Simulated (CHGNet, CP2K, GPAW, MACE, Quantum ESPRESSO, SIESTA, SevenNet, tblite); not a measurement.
# SIESTA on random packing of 71Si3N4-29SiO2 (mol %) (99 atoms): settings against a plane-wave reference

Wanted: SIESTA inputs and outputs for random packing of 71Si3N4-29SiO2 (mol %) (99 atoms), checked against a plane-wave reference.

Program: SIESTA 5.4.2. Level of theory: the method is named at each step. Results are calculated unless marked as measured.

## 1. The structure

The cell holds 99 atoms: 41 Si, 48 N and 10 O. Cell: a = 10.833 Å, b = 10.833 Å, c = 10.833 Å, α = 90.0°, β = 90.0°, γ = 90.0°. 99 atoms (41 Si, 48 N, 10 O) packed at random in a cube at 2.59 g/cm³ and pushed apart as soft spheres, cations and anions kept from their own kind; a start for melting by ab initio MD, not an equilibrated structure. Then every atom was moved at random, 0.05 Å r.m.s. a Cartesian component.

The yardstick, on the same geometry:

| Quantity | Value |
| --- | --- |
| method | Kohn-Sham DFT, PBE, SSSP efficiency 1.3.0 pseudopotentials, plane waves (Quantum ESPRESSO 7.5); sssp-pbe-1.3.0-efficiency, cutoffs 60/480 Ry, Γ point |
| r.m.s. force component | 1.486 eV/Å |
| longest force | 4.95 eV/Å |
| pressure | -16.33 GPa |
| time | 20 min on 2 MPI ranks of Arm Neoverse V1, shared host |
| CPU time | 39 min |

## 2. PBE, DZP, shift 0.01 Ry, mesh 500 Ry

Method: Kohn-Sham DFT, PBE, PseudoDojo 0.4.1 norm-conserving pseudopotentials (converted to PSML), numerical atomic orbitals (DZP), diagonalisation.

The .psml files are PseudoDojo norm-conserving potentials that we converted to this format, checked against plane waves on the same files for H, C, O, Si, Ge and Ca alone.

File input.fdf:

```
SystemLabel cell
NumberOfAtoms 99
NumberOfSpecies 3
%block ChemicalSpeciesLabel
  1 14 Si
  2 7 N
  3 8 O
%endblock ChemicalSpeciesLabel
LatticeConstant 1.0 Ang
%block LatticeVectors
  10.83330 0.00000 0.00000
  0.00000 10.83330 0.00000
  0.00000 0.00000 10.83330
%endblock LatticeVectors
PAO.BasisSize DZP
PAO.EnergyShift 0.01 Ry
XC.Functional GGA
XC.Authors PBE
MeshCutoff 500 Ry
%block kgrid_Monkhorst_Pack
  1 0 0 0.0
  0 1 0 0.0
  0 0 1 0.0
%endblock kgrid_Monkhorst_Pack
SolutionMethod diagon
OccupationFunction FD
ElectronicTemperature 580 K
SCF.Mixer.Method Pulay
SCF.Mixer.Weight 0.15
SCF.Mixer.History 8
SCF.Mix Hamiltonian
MaxSCFIterations 300
SCF.DM.Tolerance 1e-04
SCF.H.Tolerance 1.0e-3 eV
WriteForces T
Write.HirshfeldPop T
Write.VoronoiPop T
Write.DM F
Write.H F
XML.Write F
AtomicCoordinatesFormat Fractional
%block AtomicCoordinatesAndAtomicSpecies
  0.99885 0.97385 0.20373 1
  0.12507 0.37136 0.42999 1
  0.76913 0.20080 0.92222 1
  0.21470 0.38366 0.02861 1
  0.20269 0.11380 0.99731 1
  0.40495 0.46896 0.13970 1
  0.09918 0.94800 0.59246 1
  0.08082 0.55230 0.60641 1
  0.76252 0.42675 0.00914 1
  0.67728 0.07642 0.23770 1
  0.81991 0.41531 0.46223 1
  0.31042 0.23068 0.34854 1
  0.38043 0.21416 0.11976 1
  0.00515 0.51298 0.82545 1
  0.43898 0.34086 0.64824 1
  0.19661 0.26057 0.70085 1
  0.32375 0.80396 0.15837 1
  0.48282 0.92733 0.66817 1
  0.84661 0.66267 0.40618 1
  0.70910 0.82598 0.14444 1
  0.13556 0.91863 0.83994 1
  0.11924 0.58251 0.24969 1
  0.43785 0.50081 0.85689 1
  0.42963 0.68190 0.70079 1
  0.15924 0.75881 0.42494 1
  0.58296 0.22161 0.49071 1
  0.97079 0.20587 0.27104 1
  0.54596 0.31195 0.26931 1
  0.84428 0.46831 0.22555 1
  0.60311 0.91881 0.88913 1
  0.39341 0.88113 0.38596 1
  0.87906 0.76007 0.83542 1
  0.80135 0.11387 0.49955 1
  0.94851 0.24611 0.65498 1
  0.01244 0.63072 0.03546 1
  0.44758 0.46553 0.43947 1
  0.47994 0.73240 0.98825 1
  0.97618 0.26842 0.03063 1
  0.77565 0.04238 0.71776 1
  0.68902 0.49887 0.67027 1
  0.68916 0.84238 0.55159 1
  0.98402 0.98667 0.87576 2
  0.09472 0.64321 0.81069 2
  0.90746 0.72804 0.26168 2
  0.56555 0.59672 0.78510 2
  0.16929 0.55822 0.04663 2
  0.68398 0.92832 0.34851 2
  0.77778 0.93371 0.90323 2
  0.60985 0.56718 0.26245 2
  0.47787 0.90586 0.13386 2
  0.04103 0.68697 0.53169 2
  0.20023 0.40236 0.28246 2
  0.19652 0.45816 0.74797 2
  0.22522 0.92714 0.47776 2
  0.85949 0.10474 0.33886 2
  0.42388 0.60705 0.34612 2
[... 39 atom lines left out ...]
  0.51831 0.79316 0.31819 3
  0.60556 0.45074 0.50396 3
  0.03098 0.79911 0.98198 3
  0.23865 0.15785 0.21694 3
%endblock AtomicCoordinatesAndAtomicSpecies
```

Launch:

```bash
$ OMP_NUM_THREADS=1 mpirun -np 2 siesta < input.fdf > output.txt
```

What it wrote:

```text
Version         : 5.4.2
reinit: System Name:
reinit: System Label: cell
initatom: Reading input for the pseudopotentials and atomic orbitals ----------
Species number:   1 Atomic number:   14 Label: Si
Species number:   2 Atomic number:    7 Label: N
Species number:   3 Atomic number:    8 Label: O
Ground state valence configuration (from tables):   3s02  3p02  3d00  4f00
Ground state valence configuration (from tables):   2s02  2p03  3d00  4f00
Ground state valence configuration (from tables):   2s02  2p04  3d00  4f00
---- Processing specs for species: Si
GGA--PBE XC_GGA_X_PBE--XC_GGA_C_PBE pb
---- Processing specs for species: N
GGA--PBE XC_GGA_X_PBE--XC_GGA_C_PBE pb
---- Processing specs for species: O
GGA--PBE XC_GGA_X_PBE--XC_GGA_C_PBE pb
Si pseudopotential only contains V_ls up to l=2 -- lmxkb reset.
N pseudopotential only contains V_ls up to l=1 -- lmxkb reset.
O pseudopotential only contains V_ls up to l=2 -- lmxkb reset.
Using PAO.SplitTailNorm
%block ChemicalSpeciesLabel
    1   14 Si                      # Species index, atomic number, species label
    2    7 N                       # Species index, atomic number, species label
    3    8 O                       # Species index, atomic number, species label
%endblock ChemicalSpeciesLabel
%block PAO.Basis                 # Define Basis set
Si                    2                    # Species label, number of l-shells
 n=3   0   2                         # n, l, Nzeta
   5.392      3.847
   1.000      1.000
 n=3   1   2 P   1                   # n, l, Nzeta, Polarization, NzetaPol
   6.844      4.952
   1.000      1.000
N                     2                    # Species label, number of l-shells
 n=2   0   2                         # n, l, Nzeta
   3.944      2.617
   1.000      1.000
 n=2   1   2 P   1                   # n, l, Nzeta, Polarization, NzetaPol
[...]
O                     2                    # Species label, number of l-shells
 n=2   0   2                         # n, l, Nzeta
[...]
1.000      1.000
 n=2   1   2 P   1                   # n, l, Nzeta, Polarization, NzetaPol
   4.300      2.782
   1.000      1.000
%endblock PAO.Basis
coor:   Atomic-coordinates input format  =     Fractional
siesta: System type = bulk
initatomlists: Number of atoms, orbitals, and projectors:     99  1287  1252
siesta: ******************** Simulation parameters ****************************
Total number of electrons:   464.000000
Total ionic charge:   464.000000
 Kpoints in:            1 . Kpoints trimmed:            1
siesta: k-grid: Number of k-points = 1
siesta: k-points from Monkhorst-Pack grid
siesta: k-cutoff (effective) =     5.417 Ang
siesta: k-point supercell and displacements
siesta: k-grid:     1     0     0      0.000
siesta: k-grid:     0     1     0      0.000
siesta: k-grid:     0     0     1      0.000
                     ====================================
                        Single-point calculation
                     ====================================
outcell: Unit cell vectors (Ang):
       10.833300    0.000000    0.000000
        0.000000   10.833300    0.000000
        0.000000    0.000000   10.833300
outcell: Cell vector modules (Ang)   :   10.833300   10.833300   10.833300
outcell: Cell angles (23,13,12) (deg):     90.0000     90.0000     90.0000
outcell: Cell volume (Ang**3)        :   1271.4003
Gamma-point calculation with multiply-connected orbital pairs
Gamma-point calculation with multiply-connected orbital pairs
Folding of H and S implicitly performed
Folding of H and S implicitly performed
new_DM -- step:     1
Initializing Density Matrix...
Attempting to read DM from file... Failed...
DM filled with atomic data:
InitMesh: MESH = 150 x 150 x 150 = 3375000
InitMesh: Mesh cutoff (required, used) =   500.000   529.862 Ry
stepf: Fermi-Dirac step function
        iscf     Eharris(eV)        E_KS(eV)     FreeEng(eV)     dDmax    Ef(eV) dHmax(eV)
   scf:    1   -22172.458265   -22473.379348   -22473.782039  1.600584 -5.393816 20.525474
   scf:    2   -21694.949424   -22355.295038   -22355.744419  1.063578 -4.852311 51.353718
   scf:    3   -22501.241233   -22592.705807   -22593.120686  0.729634 -4.875009 14.175868
   scf:    4   -22551.419186   -22604.578829   -22605.029330  0.471294 -4.880639 11.278504
   scf:    5   -22603.529234   -22617.789038   -22618.255535  0.388412 -4.850130  5.886346
   scf:    6   -22616.402122   -22621.427282   -22621.931378  0.248240 -4.832545  3.520722
[...]
scf:   34   -22623.941540   -22623.941532   -22624.472739  0.000060 -4.908273  0.001078
   scf:   35   -22623.941529   -22623.941531   -22624.472740  0.000043 -4.908253  0.001003
   scf:   36   -22623.941532   -22623.941532   -22624.472740  0.000050 -4.908244  0.000987
SCF Convergence by DM+H criterion
max |DM_out - DM_in|         :     0.0000499946
max |H_out - H_in|      (eV) :     0.0009871595
SCF cycle converged after 36 iterations
Using DM_out to compute the final energy and forces
siesta: E_KS(eV) =           -22623.9415
siesta: E_KS - E_eggbox =    -22623.9415
siesta: Atomic forces (eV/Ang):
     1    0.974805   -1.177771    1.059025
     2   -1.463427    0.500389   -2.048855
     3   -0.549022    0.634359   -0.828712
     4   -0.014188    2.474889    0.540897
     5    1.677468   -2.209879   -0.947392
     6    1.050010    0.119285    1.910237
[...]
97   -2.244411    0.242817    1.150725
    98   -1.721683   -2.638656   -0.140249
    99    1.856089    1.464592   -0.643116
----------------------------------------
   Tot    0.010309   -0.004497    0.004437
----------------------------------------
   Max    3.937654
   Res    1.424364    sqrt( Sum f_i^2 / 3N )
----------------------------------------
   Max    3.937654    constrained
Stress tensor Voigt[x,y,z,yz,xz,xy] (kbar):      165.71      130.64      133.61        4.70       -2.79       -6.37
(Free)E + p*V (eV/cell)   -22738.2060
Target enthalpy (eV/cell)   -22624.4727
siesta: Program's energy decomposition (eV):
siesta: Ebs     =     -5429.773523
siesta: Eions   =     36173.322961
siesta: Ena     =      7739.445658
siesta: Ekin    =     13281.160419
siesta: Enl     =     -1065.119853
siesta: DEna    =       224.212466
siesta: DUscf   =        22.473186
siesta: Ex      =     -6091.144322
siesta: Ec      =      -561.646124
siesta: Exc     =     -6652.790446
siesta: Eharris =    -22623.941532
siesta: Etot    =    -22623.941532
siesta: FreeEng =    -22624.472740
siesta: Final energy (eV):
siesta:  Band Struct. =   -5429.773523
siesta:       Kinetic =   13281.160419
siesta:       Hartree =    5556.850460
siesta:         Exch. =   -6091.144322
siesta:         Corr. =    -561.646124
siesta:   Exch.-corr. =   -6652.790446
siesta:  Ion-electron =  -22579.113233
siesta:       Ion-ion =  -12230.048732
siesta:         Total =  -22623.941532
siesta:         Fermi =      -4.908244
siesta: Stress tensor (static) (eV/Ang**3):
siesta:     0.103428   -0.003977   -0.001739
siesta:    -0.003977    0.081541    0.002936
siesta:    -0.001739    0.002936    0.083396
siesta: Cell volume =       1271.400301 Ang**3
siesta: Pressure (static):
siesta:                Solid            Molecule  Units
siesta:          -0.00097429         -0.00098441  Ry/Bohr**3
siesta:          -0.08945509         -0.09038418  eV/Ang**3
siesta:        -143.32284804       -144.81142130  kBar
    Orbital volume contribution        =          45.111185 eV
    (Free)E + p_basis*V_orbitals       =      -22579.361555 eV
    (Free)Eharris+ p_basis*V_orbitals  =      -22579.361555 eV
Hirshfeld Atomic Populations:
Atom #   charge [q] valence [e]  Species
     1     0.240616    3.759384  Si
     2     0.194110    3.805890  Si
     3     0.169091    3.830909  Si
     4     0.195870    3.804130  Si
     5     0.269539    3.730461  Si
     6     0.207016    3.792984  Si
[...]
42    -0.150108    5.150108  N
    43    -0.133870    5.133870  N
    44    -0.145656    5.145656  N
    45    -0.152371    5.152371  N
    46    -0.216587    5.216587  N
    47    -0.153070    5.153070  N
[...]
90    -0.124558    6.124558  O
    91    -0.134641    6.134641  O
    92    -0.159283    6.159283  O
    93    -0.116619    6.116619  O
    94    -0.180754    6.180754  O
    95    -0.137672    6.137672  O
[...]
--------------------
 Total    -0.000029
Voronoi Atomic Populations:
Atom #   charge [q] valence [e]  Species
[...]
39     0.227038    3.772962  Si
    40     0.331480    3.668520  Si
    41     0.279048    3.720952  Si
[...]
87    -0.163707    5.163707  N
    88    -0.218749    5.218749  N
    89    -0.270906    5.270906  N
[...]
97    -0.244709    6.244709  O
    98    -0.207744    6.207744  O
    99    -0.247976    6.247976  O
--------------------
 Total    -0.000029
```

Wall time 8.9 min (2 MPI ranks of Arm Neoverse V1, shared host); peak memory 2.5 GiB.

Banners, paths, timers and routine set-up lines are dropped from the logs unmarked, and long logs keep their key lines alone; longer cuts are marked.

Compared with the plane-wave run:

| Property | Result |
| --- | --- |
| r.m.s. force component | 1.424 eV/Å |
| r.m.s. difference of force components | 198.9 meV/Å |
| longest difference of force vectors | 560.8 meV/Å |
| force difference over r.m.s. force | 13.39 % |
| slope of forces against the reference's | 0.9505 |
| correlation of force components | 0.9916 |
| pressure | -14.33 GPa |
| pressure difference | 2 GPa |

Length of the force difference by element (eV/Å):

| element | atoms | mean | most |
| --- | --- | --- | --- |
| N | 48 | 0.31 | 0.54 |
| O | 10 | 0.34 | 0.49 |
| Si | 41 | 0.34 | 0.56 |

The surroundings of N45, which has 3 bonded neighbours where the commonest count for N is 1, nearest first, numbered as they follow in the input and with coordinates relative to it.

| atom | x | y | z | distance (Å) | bonds | Hirshfeld charge (e) | Fx | Fy | Fz (eV/Å) |
| --- | --- | --- | --- | --- | --- | --- | --- | --- | --- |
| N45 | 0.00 | 0.00 | 0.00 | 0.00 | 3 | -0.15 | -2.90 | 0.04 | -0.52 |
| Si23 | -1.38 | -1.04 | 0.78 | 1.90 | 2 | 0.25 | 1.77 | -2.50 | -1.24 |
| Si24 | -1.47 | 0.92 | -0.91 | 1.96 | 2 | 0.24 | -1.12 | -1.50 | 0.09 |
| Si40 | 1.34 | -1.06 | -1.24 | 2.11 | 3 | 0.25 | -1.42 | -1.30 | 1.92 |
| O93 | -0.08 | 1.88 | -1.52 | 2.42 | 3 | -0.12 | -1.48 | 2.42 | -0.36 |
| N72 | 0.76 | 1.68 | 1.62 | 2.46 | 2 | -0.19 | -0.92 | 1.17 | 1.37 |
| N82 | 0.03 | -2.45 | -0.36 | 2.47 | 2 | -0.20 | -0.72 | 1.60 | -1.62 |
| N74 | 2.39 | -0.49 | 0.87 | 2.59 | 1 | -0.13 | -0.17 | 0.83 | -1.11 |
| N87 | 0.70 | -0.72 | 2.45 | 2.64 | 1 | -0.12 | 3.05 | -1.62 | 0.11 |

Forces lie 13 % from the reference's, at 0.45 times its CPU time.

## 3. PBE, SZP, shift 0.01 Ry, mesh 500 Ry

Method: Kohn-Sham DFT, PBE, PseudoDojo 0.4.1 norm-conserving pseudopotentials (converted to PSML), numerical atomic orbitals (SZP), diagonalisation.

Edit input.fdf of step 2 so:

```diff
@@ -14,3 +14,3 @@
 %endblock LatticeVectors
-PAO.BasisSize DZP
+PAO.BasisSize SZP
 PAO.EnergyShift 0.01 Ry
```

What it wrote:

```text
Version         : 5.4.2
reinit: System Name:
reinit: System Label: cell
initatom: Reading input for the pseudopotentials and atomic orbitals ----------
Species number:   1 Atomic number:   14 Label: Si
Species number:   2 Atomic number:    7 Label: N
Species number:   3 Atomic number:    8 Label: O
Ground state valence configuration (from tables):   3s02  3p02  3d00  4f00
[... lines left out ...]
SCF Convergence by DM+H criterion
[... lines left out ...]
SCF cycle converged after 35 iterations
[... lines left out ...]
   Max    4.090404
[... lines left out ...]
   Max    4.090404    constrained
Stress tensor Voigt[x,y,z,yz,xz,xy] (kbar):      138.32       90.44       96.58        3.34        0.95       -7.97
[... lines left out ...]
siesta: FreeEng =    -22601.519749
[... lines left out ...]
siesta:         Fermi =      -4.945170
[... lines left out ...]
siesta:        -108.44712128       -121.42156288  kBar
[... lines left out ...]
    (Free)E + p_basis*V_orbitals       =      -22564.183557 eV
    (Free)Eharris+ p_basis*V_orbitals  =      -22564.183556 eV
Hirshfeld Atomic Populations:
Atom #   charge [q] valence [e]  Species
     1     0.255805    3.744195  Si
     2     0.204521    3.795479  Si
     3     0.184505    3.815495  Si
[...]
42    -0.147341    5.147341  N
    43    -0.142327    5.142327  N
    44    -0.157022    5.157022  N
[...]
90    -0.138778    6.138778  O
    91    -0.146089    6.146089  O
    92    -0.167525    6.167525  O
[...]
--------------------
 Total    -0.000031
Voronoi Atomic Populations:
Atom #   charge [q] valence [e]  Species
[...]
40     0.387021    3.612979  Si
    41     0.334951    3.665049  Si
[...]
88    -0.275706    5.275706  N
    89    -0.332160    5.332160  N
[...]
98    -0.236551    6.236551  O
    99    -0.281683    6.281683  O
--------------------
 Total    -0.000031
```

Wall time 6.7 min (2 MPI ranks); peak memory 2.2 GiB.

Against the reference:

| Item | Value |
| --- | --- |
| r.m.s. force component | 1.44 eV/Å |
| r.m.s. difference of force components | 536.8 meV/Å |
| longest difference of force vectors | 1726 meV/Å |
| force difference over r.m.s. force | 36.12 % |
| slope of forces against the reference's | 0.9045 |
| correlation of force components | 0.9332 |
| pressure | -10.84 GPa |
| pressure difference | 5.488 GPa |

This is a coarse setting, run to see what it loses.

Against the first run (13 %), the force difference from the reference is 36 %, at 0.76 times the CPU time, with 891 basis functions against 1287: the smaller basis costs accuracy.

## 4. PBE, DZP, shift 0.002 Ry, mesh 500 Ry

Method: Kohn-Sham DFT, PBE, PseudoDojo 0.4.1 norm-conserving pseudopotentials (converted to PSML), numerical atomic orbitals (DZP), diagonalisation.

Edit input.fdf of step 3 so:

```diff
@@ -14,4 +14,4 @@
 %endblock LatticeVectors
-PAO.BasisSize SZP
-PAO.EnergyShift 0.01 Ry
+PAO.BasisSize DZP
+PAO.EnergyShift 0.002 Ry
 XC.Functional GGA
```

Launch:

```bash
$ OMP_NUM_THREADS=1 mpirun -np 4 siesta < input.fdf > output.txt
```

What it wrote:

```text
Version         : 5.4.2
reinit: System Name:
reinit: System Label: cell
initatom: Reading input for the pseudopotentials and atomic orbitals ----------
Species number:   1 Atomic number:   14 Label: Si
Species number:   2 Atomic number:    7 Label: N
Species number:   3 Atomic number:    8 Label: O
Ground state valence configuration (from tables):   3s02  3p02  3d00  4f00
[... lines left out ...]
SCF Convergence by DM+H criterion
[... lines left out ...]
SCF cycle converged after 39 iterations
[... lines left out ...]
   Max    3.907823
[... lines left out ...]
   Max    3.907823    constrained
Stress tensor Voigt[x,y,z,yz,xz,xy] (kbar):      162.54      128.12      130.69        5.06       -3.17       -6.26
[... lines left out ...]
siesta: FreeEng =    -22629.590559
[... lines left out ...]
siesta:         Fermi =      -5.989433
[... lines left out ...]
siesta:        -140.45001683       -139.53332112  kBar
[... lines left out ...]
    (Free)E + p_basis*V_orbitals       =      -22551.504848 eV
    (Free)Eharris+ p_basis*V_orbitals  =      -22551.504848 eV
Hirshfeld Atomic Populations:
Atom #   charge [q] valence [e]  Species
     1     0.288320    3.711680  Si
     2     0.228946    3.771054  Si
     3     0.197370    3.802630  Si
[...]
42    -0.157713    5.157713  N
    43    -0.150749    5.150749  N
    44    -0.163134    5.163134  N
[...]
90    -0.177227    6.177227  O
    91    -0.176786    6.176786  O
    92    -0.188410    6.188410  O
[...]
--------------------
 Total    -0.000003
Voronoi Atomic Populations:
Atom #   charge [q] valence [e]  Species
[...]
40     0.339219    3.660781  Si
    41     0.285609    3.714391  Si
[...]
88    -0.235405    5.235405  N
    89    -0.297180    5.297180  N
[...]
98    -0.205080    6.205080  O
    99    -0.233791    6.233791  O
--------------------
 Total    -0.000003
```

Wall time 12 min (4 MPI ranks); peak memory 4.2 GiB; 50 min of CPU time.

Against the reference:

* r.m.s. force component: 1.43 eV/Å
* r.m.s. difference of force components: 176.4 meV/Å
* longest difference of force vectors: 501.7 meV/Å
* force difference over r.m.s. force: 11.87 %
* slope of forces against the reference's: 0.9561
* correlation of force components: 0.9934
* pressure: -14.04 GPa
* pressure difference: 2.288 GPa

Against the first run (13 %), the force difference from the reference is 12 %, at 2.8 times the CPU time (on 4 against 2 cores).

The run ends at a pressure of -14.04 GPa, with forces up to 5.0 eV/Å.

(Part 1 of 2 ends here.)

[Also dropped from logs without a mark: logging warnings of Python, and SIESTA's first energy breakdown and zero terms.]

[Logs are printed without paths, hosts, clocks, repeated set-up lines and the standing remarks that a program may print on its own settings, such as how far it seeks lower states.]

[Hosts, paths, dates, database ids (printed as entryN), source tags and the programs' standing remarks are cut or masked in the printed files.]
